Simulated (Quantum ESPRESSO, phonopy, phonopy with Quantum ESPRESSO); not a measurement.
**BP (F-43m): phonons against volume**

Wanted: mode Grüneisen parameters of BP and a free-energy fit over volumes.

Measurements to reproduce:
- volume expansion coefficient 9.6 1e-6/K near room temperature (given in “Thermal expansion coefficients of high thermal conducting BAs and BP materials (three times its linear coefficient)”, 2019, arxiv:1906.04101)

Calculated with Quantum ESPRESSO 7.5; DFT PBE, scalar-relativistic, plane waves, GBRV ultrasoft pseudopotentials.

## 1. The starting structure

It takes space group F-43m (No. 216, cubic). Conventional cell: a = 4.538 Å, b = 4.538 Å, c = 4.538 Å, α = 90.00°, β = 90.00°, γ = 90.00°. Nearest to B lie 4 P at 1.97 Å. P has 4 B at 1.97 Å nearest. Farther neighbours are not listed.

## 2. A first coarse run

A cheap single point shows whether the cell is a metal or an insulator and how far it is from rest; that sets the k-mesh and the occupations of what follows.

Input file probe.in:

```
 &control
    calculation='scf',
    prefix='x',
    outdir='./tmp',
    pseudo_dir='./pseudo',
    tprnfor=.true.,
    tstress=.true.,
    verbosity='high',
 /
 &system
    ibrav=0,
    nat=2,
    ntyp=2,
    ecutwfc=40.0,
    ecutrho=240.0,
    occupations='smearing',
    smearing='gaussian',
    degauss=0.01,
 /
 &electrons
    conv_thr=1.0d-07,
    mixing_beta=0.7,
    electron_maxstep=100,
 /
ATOMIC_SPECIES
 B      10.8100  B.upf
 P      30.9738  P.upf
CELL_PARAMETERS angstrom
     0.000000000    2.269000000    2.269000000
     2.269000000    0.000000000    2.269000000
     2.269000000    2.269000000    0.000000000
ATOMIC_POSITIONS crystal
 B      0.000000000   0.000000000   0.000000000
 P      0.250000000   0.250000000   0.250000000
K_POINTS automatic
 6 6 6 0 0 0
```

Started as:

```sh
> OMP_NUM_THREADS=1 mpirun -n 8 pw.x -nk 8 -in probe.in > probe.out
```

The runs that follow: relaxation; ground state at this cell; born charges and dielectric tensor; A displaced supercell; lattice dynamics at this volume, V/V0 1; ground state at this cell, V/V0 1.015; zone-centre response; forces on a displaced cell; lattice dynamics at this volume, V/V0 1.015; self-consistent run, V/V0 0.985; phonons, V/V0 0.985; self-consistent run, V/V0 1.03; phonons, V/V0 1.03; ground state at this cell, V/V0 0.97; phonons, V/V0 0.97; self-consistent run, V/V0 1.05; lattice dynamics at this volume, V/V0 1.05; how the modes move with volume; free-energy fit. Settings of the main run: cutoff 40 Ry, 9×9×9 k-mesh, fixed occupations, 3×3×3 supercell, supercell k mesh 3×3×3, displacement 0.02 Å.

Before running: what should come out for the isothermal bulk modulus at 300 K?

Near room temperature BP expands by 10.4 × 10⁻⁶/K in volume by PBE, with C_P = 15.0 J/(mol K) per mole of atoms and B_T = 157 GPa. C_P at room temperature is 60 % of the classical 3R an atom, so the stiffest modes are still partly frozen out. A measured volume expansion coefficient near room temperature is 9.6 1e-6/K (arxiv:1906.04101); the calculated 10.4 1e-6/K differs by +9 %.

| Property | Result |
| --- | --- |
| volume expansion coefficient at 300 K | 10.43 1e-6/K |
| isothermal bulk modulus at 300 K | 157.2 GPa |
| C_P at 300 K | 14.96 J/mol-atom/K |
| Grüneisen parameter at 300 K | 0.785 |
| mean mode Grüneisen parameter at 300 K | 0.764 |

The heat-capacity-weighted Grüneisen parameter goes from 0.419 at 50 K to 0.888 at 800 K. Weighting γ by the density of states and each mode's heat capacity at 300 K, modes below 270 cm⁻¹ give about 10 % of the sum of γC that drives the expansion, those up to 550 cm⁻¹ 37 % and the rest 54 %. Among the labelled points γ is largest for branch 4 at X (688 cm⁻¹, 1.6) and smallest for branch 1 at X (311 cm⁻¹, 0.03). The supercell is 8.0 Å across at its narrowest and was not tested against a larger one: only its own wavevectors are exact, and acoustic branches between them, with the entropy at low temperature, can be off.

[Logs are printed without paths, hosts, clocks, repeated set-up lines and the standing remarks that a program may print on its own settings, such as how far it seeks lower states.]

[Hosts, paths, dates, database ids (printed as entryN), source tags and the programs' standing remarks are cut or masked in the printed files.]

[A step with changed settings may run another functional than the one named; its input shows which.]

[Of the runs on displaced cells, only some may be shown.]
